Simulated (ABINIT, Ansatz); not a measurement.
# In (I4/mmm): phonons by linear response, part 3 of 5

How does In (I4/mmm) vibrate, and is this structure a minimum?

ABINIT 10.8.3; DFT PBE, scalar-relativistic, plane waves, PseudoDojo norm-conserving pseudopotentials.

So far. Step 3 (Relaxation): The volume changes by +5.3 % in this run and stands +5.3 % from the first cell. Step 4 (Ground state): The cell stands at -1.0 GPa: the relaxation ran with a smoothed and higher cutoff, and the difference is a stress of the finite basis. The relaxed cell has a = 3.291, c = 5.085 Å (conventional setting).

**6. Linear response on the mesh**

Linear response treats each wavevector of the 3×3×4 mesh in the unit cell; the first-order potentials are kept for the electron-phonon matrix elements.

The input, dfpt_q.abi:

```
ndtset 13

# wavevectors
qpt1 0.3333333333 0.0 0.0
qpt2 0.3333333333 0.3333333333 0.0
qpt3 -0.3333333333 0.3333333333 0.0
qpt4 0.0 0.0 0.25
qpt5 0.3333333333 0.0 0.25
qpt6 -0.3333333333 0.0 0.25
qpt7 0.3333333333 0.3333333333 0.25
qpt8 -0.3333333333 0.3333333333 0.25
qpt9 -0.3333333333 -0.3333333333 0.25
qpt10 0.0 0.0 0.5
qpt11 0.3333333333 0.0 0.5
qpt12 0.3333333333 0.3333333333 0.5
qpt13 -0.3333333333 0.3333333333 0.5

# displacements
getwfk_filepath "gso_WFK"
getwfq_filepath "gso_WFK"
kptopt 3
nqpt 1
rfphon 1
rfatpol 1 1
rfdir 1 1 1
tolvrs 1.0d-10
prtwf 0
prtpot 1

# basis, mesh and filling
ecut 31.0
ngkpt 12 12 12
nshiftk 1
shiftk 0.0 0.0 0.0
istwfk *1
occopt 7
tsmear 0.01
nband 12
nstep 100
diemac 1000000.0
prtebands 0
prtgsr 0

# cell and atoms
acell 3*1.0 Angstrom
rprim 
    -1.645555188 1.645555188 2.542371243
    1.645555188 -1.645555188 2.542371243
    1.645555188 1.645555188 -2.542371243
ntypat 1
znucl 49
natom 1
typat 1
xred 
    0.0 0.0 0.0
pp_dirpath "./pseudo"
pseudos "In.upf"
```

Command:

```console
$ OMP_NUM_THREADS=1 mpirun -n 16 abinit dfpt_q.abi > dfpt_q.log
```

Numbers of over 12 decimals in the logs are rounded to 6 here.

dfpt_q.abo, the main output file:

```text
[banners, grids, parts of the stress and lines that vanish by symmetry left out]
- input  file    -> dfpt_q.abi
- output file    -> dfpt_q.abo
- root for input  files -> dfpt_qi
[...]
DATASET    1 : space group I4/m m m (#139); Bravais tI (body-center tetrag.)
[...]
nfft =       46656          nkpt =        1728
[...]
DATASET    2 : space group I4/m m m (#139); Bravais tI (body-center tetrag.)
[...]
nfft =       46656          nkpt =        1728
[...]
DATASET    3 : space group I4/m m m (#139); Bravais tI (body-center tetrag.)
[...]
nfft =       46656          nkpt =        1728
[...]
DATASET    4 : space group I4/m m m (#139); Bravais tI (body-center tetrag.)
[...]
nfft =       46656          nkpt =        1728
[...]
DATASET   12 : space group I4/m m m (#139); Bravais tI (body-center tetrag.)
[...]
nfft =       46656          nkpt =        1728
[...]
DATASET   13 : space group I4/m m m (#139); Bravais tI (body-center tetrag.)
[...]
nfft =       46656          nkpt =        1728
[...]
== DATASET  1 ==================================================================
[...]
cutoff_energies: {ecut:  31.0, pawecutdg:  -1.0, }
[...]
Perturbation : displacement of atom   1   along direction   1
[...]
-ETOT  1   4.566801     -1.117E+04 2.186E+01 1.267E+03
 ETOT  2   1.003093     -3.564E+00 1.544E-01 5.695E+02
 ETOT  3  0.969697     -3.340E-02 1.192E-03 1.092E+02
 ETOT  4  0.964208     -5.489E-03 5.541E-04 4.726E+00
 ETOT  5  0.963513     -6.955E-04 1.295E-05 2.266E-01
[...]
At SCF step   12       vres2   =  1.33E-12 < tolvrs=  1.00E-10 =>converged.
[...]
Perturbation : displacement of atom   1   along direction   2
[...]
-ETOT  1   3.758776     -1.090E+04 2.208E+01 1.867E+02
[...]
At SCF step   12       vres2   =  2.05E-12 < tolvrs=  1.00E-10 =>converged.
[...]
Phonon wavevector (reduced coordinates) :  0.33333  0.00000  0.00000
 Phonon energies in Hartree :
[...]
Phonon frequencies in cm-1    :
-  2.095138E+01  3.121222E+01  9.112864E+01
[...]
== DATASET  2 ==================================================================
[...]
cutoff_energies: {ecut:  31.0, pawecutdg:  -1.0, }
[...]
Perturbation : displacement of atom   1   along direction   1
[...]
-ETOT  1   4.542514     -1.104E+04 2.201E+01 1.056E+02
[...]
At SCF step   12       vres2   =  3.44E-12 < tolvrs=  1.00E-10 =>converged.
[...]
Perturbation : displacement of atom   1   along direction   3
[...]
-ETOT  1   3.951598     -1.094E+04 2.194E+01 1.443E+02
[...]
At SCF step   11       vres2   =  6.66E-11 < tolvrs=  1.00E-10 =>converged.
[...]
Phonon wavevector (reduced coordinates) :  0.33333  0.33333  0.00000
 Phonon energies in Hartree :
[...]
Phonon frequencies in cm-1    :
-  4.542441E+01  8.232882E+01  8.644150E+01
[...]
== DATASET  3 ==================================================================
[...]
cutoff_energies: {ecut:  31.0, pawecutdg:  -1.0, }
[...]
Perturbation : displacement of atom   1   along direction   1
[...]
-ETOT  1   4.389223     -1.107E+04 2.225E+01 1.261E+03
[...]
Perturbation : displacement of atom   1   along direction   3
[...]
-ETOT  1   4.014987     -1.095E+04 2.173E+01 1.814E+02
[...]
Phonon wavevector (reduced coordinates) : -0.33333  0.33333  0.00000
 Phonon energies in Hartree :
[...]
Phonon frequencies in cm-1    :
-  3.895816E+01  5.809800E+01  8.545139E+01
[...]
== DATASET  4 ==================================================================
[...]
cutoff_energies: {ecut:  31.0, pawecutdg:  -1.0, }
[...]
Perturbation : displacement of atom   1   along direction   1
[...]
-ETOT  1   3.843176     -1.092E+04 2.188E+01 1.683E+02
[...]
Perturbation : displacement of atom   1   along direction   3
[...]
-ETOT  1   4.228760     -1.108E+04 2.228E+01 3.637E+03
[...]
Phonon wavevector (reduced coordinates) :  0.00000  0.00000  0.25000
 Phonon energies in Hartree :
[...]
Phonon frequencies in cm-1    :
-  3.026798E+01  4.392202E+01  7.235980E+01
[...]
== DATASET  5 ==================================================================
[...]
Perturbation : displacement of atom   1   along direction   1
[...]
-ETOT  1   4.728073     -1.111E+04 2.215E+01 1.366E+02
[...]
Perturbation : displacement of atom   1   along direction   2
[...]
-ETOT  1   3.936501     -1.093E+04 2.199E+01 1.519E+02
[...]
Perturbation : displacement of atom   1   along direction   3
[...]
-ETOT  1   4.270109     -1.099E+04 2.209E+01 1.271E+02
[...]
Phonon wavevector (reduced coordinates) :  0.33333  0.00000  0.25000
 Phonon energies in Hartree :
[...]
Phonon frequencies in cm-1    :
-  4.407783E+01  6.782368E+01  9.675914E+01
[...]
== DATASET  6 ==================================================================
[...]
Perturbation : displacement of atom   1   along direction   1
[...]
-ETOT  1   4.601595     -1.126E+04 2.179E+01 7.521E+03
[...]
Perturbation : displacement of atom   1   along direction   2
[...]
-ETOT  1   3.718331     -1.090E+04 2.225E+01 1.919E+02
[...]
Perturbation : displacement of atom   1   along direction   3
[...]
-ETOT  1   4.310210     -1.112E+04 2.179E+01 4.283E+03
[...]
Phonon wavevector (reduced coordinates) : -0.33333  0.00000  0.25000
 Phonon energies in Hartree :
[...]
Phonon frequencies in cm-1    :
-  2.426187E+01  3.427297E+01  7.375852E+01
[...]
== DATASET  7 ==================================================================
[...]
Phonon wavevector (reduced coordinates) :  0.33333  0.33333  0.25000
 Phonon energies in Hartree :
[...]
Phonon frequencies in cm-1    :
-  4.713940E+01  8.048956E+01  9.402910E+01
[...]
== DATASET  8 ==================================================================
[...]
Phonon wavevector (reduced coordinates) : -0.33333  0.33333  0.25000
 Phonon energies in Hartree :
[...]
Phonon frequencies in cm-1    :
-  3.599907E+01  6.904739E+01  9.461830E+01
[...]
== DATASET  9 ==================================================================
[...]
Phonon wavevector (reduced coordinates) : -0.33333 -0.33333  0.25000
 Phonon energies in Hartree :
[...]
Phonon frequencies in cm-1    :
-  3.999691E+01  4.289246E+01  8.030030E+01
[...]
== DATASET 10 ==================================================================
[...]
Perturbation : displacement of atom   1   along direction   3
[...]
-ETOT  1   4.712362     -1.106E+04 2.234E+01 1.248E+02
[...]
Phonon wavevector (reduced coordinates) :  0.00000  0.00000  0.50000
 Phonon energies in Hartree :
[...]
Phonon frequencies in cm-1    :
-  4.353833E+01  7.160049E+01  1.081870E+02
[...]
== DATASET 11 ==================================================================
[...]
Perturbation : displacement of atom   1   along direction   1
[...]
-ETOT  1   4.692223     -1.111E+04 2.211E+01 1.501E+02
[...]
Perturbation : displacement of atom   1   along direction   2
[...]
-ETOT  1   3.896072     -1.092E+04 2.190E+01 1.699E+02
[...]
Perturbation : displacement of atom   1   along direction   3
[...]
-ETOT  1   4.775121     -1.114E+04 2.207E+01 2.731E+02
[...]
Phonon wavevector (reduced coordinates) :  0.33333  0.00000  0.50000
 Phonon energies in Hartree :
[...]
Phonon frequencies in cm-1    :
-  4.005127E+01  4.938123E+01  1.011986E+02
[...]
== DATASET 12 ==================================================================
[...]
cutoff_energies: {ecut:  31.0, pawecutdg:  -1.0, }
[...]
Perturbation : displacement of atom   1   along direction   1
[...]
-ETOT  1   4.454514     -1.108E+04 2.207E+01 5.317E+02
[...]
Perturbation : displacement of atom   1   along direction   3
[...]
-ETOT  1   4.775679     -1.121E+04 2.224E+01 1.084E+03
[...]
Phonon wavevector (reduced coordinates) :  0.33333  0.33333  0.50000
 Phonon energies in Hartree :
[...]
Phonon frequencies in cm-1    :
-  4.472199E+01  5.915411E+01  8.253033E+01
[...]
== DATASET 13 ==================================================================
[...]
cutoff_energies: {ecut:  31.0, pawecutdg:  -1.0, }
[...]
Perturbation : displacement of atom   1   along direction   1
[...]
-ETOT  1   4.526063     -1.108E+04 2.221E+01 1.015E+02
[...]
At SCF step   11       vres2   =  2.28E-11 < tolvrs=  1.00E-10 =>converged.
[...]
Perturbation : displacement of atom   1   along direction   3
[...]
-ETOT  1   4.684647     -1.109E+04 2.217E+01 1.186E+02
[...]
ETOT 10   1.152568     -1.637E-11 9.659E-07 1.732E-10
 ETOT 11   1.152568      1.273E-11 4.213E-08 2.974E-12
 At SCF step   11       vres2   =  2.97E-12 < tolvrs=  1.00E-10 =>converged.
[...]
Phonon wavevector (reduced coordinates) : -0.33333  0.33333  0.50000
 Phonon energies in Hartree :
[...]
Phonon frequencies in cm-1    :
-  5.450756E+01  6.909462E+01  8.658573E+01
[...]
fcart3     0.0000000000E+00  0.0000000000E+00  0.0000000000E+00
            fcart4     0.0000000000E+00  0.0000000000E+00  0.0000000000
================================================================================
```

Elapsed: 29 min, on 16 MPI ranks of Arm Neoverse V2, shared host; 7.8 h of CPU time.

Numbers from this step:

```yaml
lowest_mode_on_the_q_mesh_acoustic_ones_at_the_zone_centre_apart: 20.95 cm⁻¹
```

Frequencies (cm⁻¹) before the sum rule at the irreducible wavevectors but Γ, which is solved apart; negative means imaginary. Frequencies by wavevector:

```tsv
q (fractions)	star	mode 1	mode 2	mode 3
0.3333 0 0	4	20.95	31.21	91.13
0.3333 0.3333 0	2	45.42	82.33	86.44
-0.3333 0.3333 0	2	38.96	58.1	85.45
0 0 0.25	2	30.27	43.92	72.36
0.3333 0 0.25	4	44.08	67.82	96.76
-0.3333 0 0.25	4	24.26	34.27	73.76
0.3333 0.3333 0.25	2	47.14	80.49	94.03
-0.3333 0.3333 0.25	4	36	69.05	94.62
-0.3333 -0.3333 0.25	2	40	42.89	80.3
0 0 0.5	1	43.54	71.6	108.2
0.3333 0 0.5	4	40.05	49.38	101.2
0.3333 0.3333 0.5	2	44.72	59.15	82.53
-0.3333 0.3333 0.5	2	54.51	69.09	86.59
```

**7. Interpolated phonon bands**

anaddb transforms the dynamical matrices to force constants and back along the path; points of the mesh come back as solved, but for the sum rule and, in polar crystals, the LO-TO term at Γ; the rest is interpolation.

The input, anaddb.abi:

```
ddb_filepath "all_DDB"
output_file "anaddb.abo"
outdata_prefix "anaddb"
ifcflag 1
ngqpt 3 3 4
nqshft 1
q1shft 0.0 0.0 0.0
asr 1
chneut 0
dipdip 0
dipquad 0
quadquad 0
enunit 0
eivec 0
nph1l 94
qph1l 
    0.0 0.0 0.0 1.0
    0.0 0.0 0.05 1.0
    0.0 0.0 0.1 1.0
    0.0 0.0 0.15 1.0
    0.0 0.0 0.2 1.0
    0.0 0.0 0.25 1.0
    0.0 0.0 0.3 1.0
    0.0 0.0 0.35 1.0
    0.0 0.0 0.4 1.0
    0.0 0.0 0.45 1.0
    0.0 0.0 0.5 1.0
    0.025 0.025 0.475 1.0
    0.05 0.05 0.45 1.0
    0.075 0.075 0.425 1.0
    0.1 0.1 0.4 1.0
    0.125 0.125 0.375 1.0
    0.15 0.15 0.35 1.0
    0.175 0.175 0.325 1.0
    0.2 0.2 0.3 1.0
    0.225 0.225 0.275 1.0
    0.25 0.25 0.25 1.0
    0.225 0.275 0.225 1.0
    0.2 0.3 0.2 1.0
    0.175 0.325 0.175 1.0
    0.15 0.35 0.15 1.0
    0.125 0.375 0.125 1.0
    0.1 0.4 0.1 1.0
    0.075 0.425 0.075 1.0
    0.05 0.45 0.05 1.0
    0.025 0.475 0.025 1.0
    0.0 0.5 0.0 1.0
    0.0 0.45 0.0 1.0
    0.0 0.4 0.0 1.0
    0.0 0.35 0.0 1.0
    0.0 0.3 0.0 1.0
    0.0 0.25 0.0 1.0
    0.0 0.2 0.0 1.0
    0.0 0.15 0.0 1.0
    0.0 0.1 0.0 1.0
    0.0 0.05 0.0 1.0
    0.0 0.0 0.0 1.0
    0.05 0.05 -0.05 1.0
    0.1 0.1 -0.1 1.0
    0.15 0.15 -0.15 1.0
    0.2 0.2 -0.2 1.0
    0.25 0.25 -0.25 1.0
    0.3 0.3 -0.3 1.0
    0.35 0.35 -0.35 1.0
    0.4 0.4 -0.4 1.0
    0.45 0.45 -0.45 1.0
    0.5 0.5 -0.5 1.0
    0.48547338 0.51452662 -0.48547338 1.0
    0.47094677 0.52905323 -0.47094677 1.0
    0.45642015 0.54357985 -0.45642015 1.0
    0.44189353 0.55810647 -0.44189353 1.0
    0.42736691 0.57263309 -0.42736691 1.0
    0.4128403 0.5871597 -0.4128403 1.0
    0.39831368 0.60168632 -0.39831368 1.0
    0.38378706 0.61621294 -0.38378706 1.0
    0.36926045 0.63073955 -0.36926045 1.0
    0.35473383 0.64526617 -0.35473383 1.0
    -0.35473383 0.35473383 0.35473383 1.0
    -0.31926045 0.31926045 0.31926045 1.0
    -0.28378706 0.28378706 0.28378706 1.0
    -0.24831368 0.24831368 0.24831368 1.0
    -0.2128403 0.2128403 0.2128403 1.0
    -0.17736691 0.17736691 0.17736691 1.0
    -0.14189353 0.14189353 0.14189353 1.0
    -0.10642015 0.10642015 0.10642015 1.0
    -0.07094677 0.07094677 0.07094677 1.0
    -0.03547338 0.03547338 0.03547338 1.0
    0.0 0.0 0.0 1.0
    0.0 0.0 0.5 1.0
    -0.02094677 0.02094677 0.5 1.0
    -0.04189353 0.04189353 0.5 1.0
    -0.0628403 0.0628403 0.5 1.0
    -0.08378706 0.08378706 0.5 1.0
    -0.10473383 0.10473383 0.5 1.0
    -0.12568059 0.12568059 0.5 1.0
    -0.14662736 0.14662736 0.5 1.0
    -0.16757413 0.16757413 0.5 1.0
    -0.18852089 0.18852089 0.5 1.0
    -0.20946766 0.20946766 0.5 1.0
    0.5 0.5 -0.20946766 1.0
    0.5 0.5 -0.23852089 1.0
    0.5 0.5 -0.26757413 1.0
    0.5 0.5 -0.29662736 1.0
    0.5 0.5 -0.32568059 1.0
    0.5 0.5 -0.35473383 1.0
    0.5 0.5 -0.38378706 1.0
    0.5 0.5 -0.4128403 1.0
    0.5 0.5 -0.44189353 1.0
    0.5 0.5 -0.47094677 1.0
    0.5 0.5 -0.5 1.0
```

The input, mrgddb.in:

```
all_DDB
merged
14
dfpt_gammao_DDB
dfpt_qo_DS1_DDB
dfpt_qo_DS2_DDB
dfpt_qo_DS3_DDB
dfpt_qo_DS4_DDB
dfpt_qo_DS5_DDB
dfpt_qo_DS6_DDB
dfpt_qo_DS7_DDB
dfpt_qo_DS8_DDB
dfpt_qo_DS9_DDB
dfpt_qo_DS10_DDB
dfpt_qo_DS11_DDB
dfpt_qo_DS12_DDB
dfpt_qo_DS13_DDB
```

Command:

```console
$ mrgddb < mrgddb.in > mrgddb.log
$ OMP_NUM_THREADS=1 anaddb anaddb.abi > anaddb.log
```

anaddb.abo, the main output file:

```text
[banners, grids, parts of the stress and lines that vanish by symmetry left out]
-outvars_anaddb: echo values of input variables ----------------------

 Flags :
[...]
Phonon wavevector (reduced coordinates) :  0.00000  0.00000  0.00000
 Phonon energies in Hartree :
[...]
Phonon frequencies in cm-1    :
-  0.000000E+00  0.000000E+00  0.000000E+00
[...]
Phonon wavevector (reduced coordinates) :  0.00000  0.00000  0.05000
 Phonon energies in Hartree :
[...]
Phonon frequencies in cm-1    :
-  6.459613E+00  7.997674E+00  1.505463E+01
[...]
Phonon wavevector (reduced coordinates) :  0.00000  0.00000  0.10000
 Phonon energies in Hartree :
[...]
Phonon frequencies in cm-1    :
-  1.280579E+01  1.633919E+01  3.002126E+01
[...]
Phonon wavevector (reduced coordinates) :  0.00000  0.00000  0.15000
 Phonon energies in Hartree :
[...]
Phonon frequencies in cm-1    :
-  1.891748E+01  2.519220E+01  4.474475E+01
[...]
Phonon wavevector (reduced coordinates) :  0.00000  0.00000  0.20000
 Phonon energies in Hartree :
[...]
Phonon frequencies in cm-1    :
-  2.466112E+01  3.445643E+01  5.895767E+01
[...]
Phonon wavevector (reduced coordinates) :  0.00000  0.00000  0.25000
 Phonon energies in Hartree :
[...]
Phonon frequencies in cm-1    :
-  2.989046E+01  4.377410E+01  7.227011E+01
  Phonon wavevector (reduced coordinates) :  0.00000  0.00000  0.30000
 Phonon energies in Hartree :
[...]
Phonon frequencies in cm-1    :
-  3.445172E+01  5.260659E+01  8.419542E+01
  Phonon wavevector (reduced coordinates) :  0.00000  0.00000  0.35000
 Phonon energies in Hartree :
[...]
Phonon frequencies in cm-1    :
-  3.819318E+01  6.033556E+01  9.420278E+01
  Phonon wavevector (reduced coordinates) :  0.00000  0.00000  0.40000
 Phonon energies in Hartree :
[...]
Phonon frequencies in cm-1    :
-  4.097775E+01  6.636269E+01  1.017835E+02
  Phonon wavevector (reduced coordinates) :  0.00000  0.00000  0.45000
 Phonon energies in Hartree :
[...]
Phonon frequencies in cm-1    :
-  4.269586E+01  7.019502E+01  1.065171E+02
  Phonon wavevector (reduced coordinates) :  0.00000  0.00000  0.50000
 Phonon energies in Hartree :
[...]
Phonon frequencies in cm-1    :
-  4.327673E+01  7.150985E+01  1.081271E+02
  Phonon wavevector (reduced coordinates) :  0.02500  0.02500  0.47500
 Phonon energies in Hartree :
[...]
Phonon frequencies in cm-1    :
-  4.334439E+01  7.173691E+01  1.078921E+02
  Phonon wavevector (reduced coordinates) :  0.05000  0.05000  0.45000
 Phonon energies in Hartree :
[...]
Phonon frequencies in cm-1    :
-  4.354363E+01  7.240768E+01  1.071920E+02
  Phonon wavevector (reduced coordinates) :  0.07500  0.07500  0.42500
 Phonon energies in Hartree :
[...]
Phonon frequencies in cm-1    :
-  4.386358E+01  7.349208E+01  1.060416E+02
[...]
Phonon wavevector (reduced coordinates) :  0.45642  0.54358 -0.45642
 Phonon energies in Hartree :
[...]
Phonon frequencies in cm-1    :
-  4.113571E+01  4.884529E+01  9.173473E+01
  Phonon wavevector (reduced coordinates) :  0.44189  0.55811 -0.44189
 Phonon energies in Hartree :
[...]
Phonon frequencies in cm-1    :
-  4.107401E+01  5.378205E+01  9.105731E+01
  Phonon wavevector (reduced coordinates) :  0.42737  0.57263 -0.42737
 Phonon energies in Hartree :
[...]
Phonon frequencies in cm-1    :
-  4.092413E+01  5.919155E+01  9.016924E+01
  Phonon wavevector (reduced coordinates) :  0.41284  0.58716 -0.41284
 Phonon energies in Hartree :
[...]
Phonon frequencies in cm-1    :
-  4.064419E+01  6.474649E+01  8.905942E+01
  Phonon wavevector (reduced coordinates) :  0.39831  0.60169 -0.39831
 Phonon energies in Hartree :
[...]
Phonon frequencies in cm-1    :
-  4.019295E+01  7.019871E+01  8.771605E+01
  Phonon wavevector (reduced coordinates) :  0.38379  0.61621 -0.38379
 Phonon energies in Hartree :
[...]
Phonon frequencies in cm-1    :
-  3.953325E+01  7.536210E+01  8.612754E+01
[...]
Phonon wavevector (reduced coordinates) :  0.50000  0.50000 -0.47095
 Phonon energies in Hartree :
[...]
Phonon frequencies in cm-1    :
-  3.595426E+01  4.738368E+01  9.238103E+01
  Phonon wavevector (reduced coordinates) :  0.50000  0.50000 -0.50000
 Phonon energies in Hartree :
[...]
Phonon frequencies in cm-1    :
-  4.113691E+01  4.113691E+01  9.258752E+01
-
```

Elapsed: 0.5 s, on 1 thread.

Read from the output:

| Quantity | Value |
| --- | --- |
| lowest frequency on the path | -6.022 cm⁻¹ |

Anaddb. The phonon branches at the labelled points (cm⁻¹):

```tsv
point	branch 1	branch 2	branch 3
Γ	0	0	0
halfway	30	44	72
X	43	72	108
halfway	45	77	102
P	48	88	88
halfway	40	63	98
N	27	38	107
halfway	14	24	73
Γ	0	0	0
halfway	27	27	66
M	41	41	93
halfway	41	59	90
S	38	82	84
jump to S0	38	82	84
halfway	7	38	80
Γ	0	0	0
jump to X	43	72	108
halfway	54	70	103
R	66	72	91
jump to G	64	72	90
halfway	54	61	87
M	41	41	93
```

The phonon branches as a text plot (rows in cm⁻¹; labels by their first letter):

```
    106 |        ***      ***                           **
    101 |       *        *   *                            *
     96 |      *    *   *     *                  *
     91 |            * *                  ****  * *        *   **
     87 |            **                       *             * *
     82 |     *     *                    *     *   *         *
     77 |          *   *                *     * *           **
     72 |    *   **     *      *                        **
     68 |       *                      *         *  *     **
     63 |                                                   * *
     58 |   *  *                *            *            *  *
     53 |     *          *            *              *        *
     49 |            **                           *      *     **
     44 |  * *   ****  ** *      *          *           *
     39 |      **        ****             ******   *  *
     34 |   * *              **          *      *               *
     30 | *  *             *         *  *        *  *
     25 |  **               ** *       *
     20 |  *                  * *     *              * *
     15 |**                    * ** *             *
     11 | *                     *    *                *
      6 |*                       ** *              *   *
      1 |                         **
     -4 |                                           ****
         Γ       X   P      N      Γ       M  S|S      Γ|XR|G   M
```

The path dips to 6i cm⁻¹ between the solved wavevectors, whose modes are all real, so the dip may come from the interpolation.

(Continued in part 4 of 5.)

[Host names and launcher messages were left out of these logs when they were recorded.]

[Logs are printed without paths, hosts, clocks, repeated set-up lines and the standing remarks that a program may print on its own settings, such as how far it seeks lower states.]

[Hosts, paths, dates, database ids (printed as entryN), source tags and the programs' standing remarks are cut or masked in the printed files.]
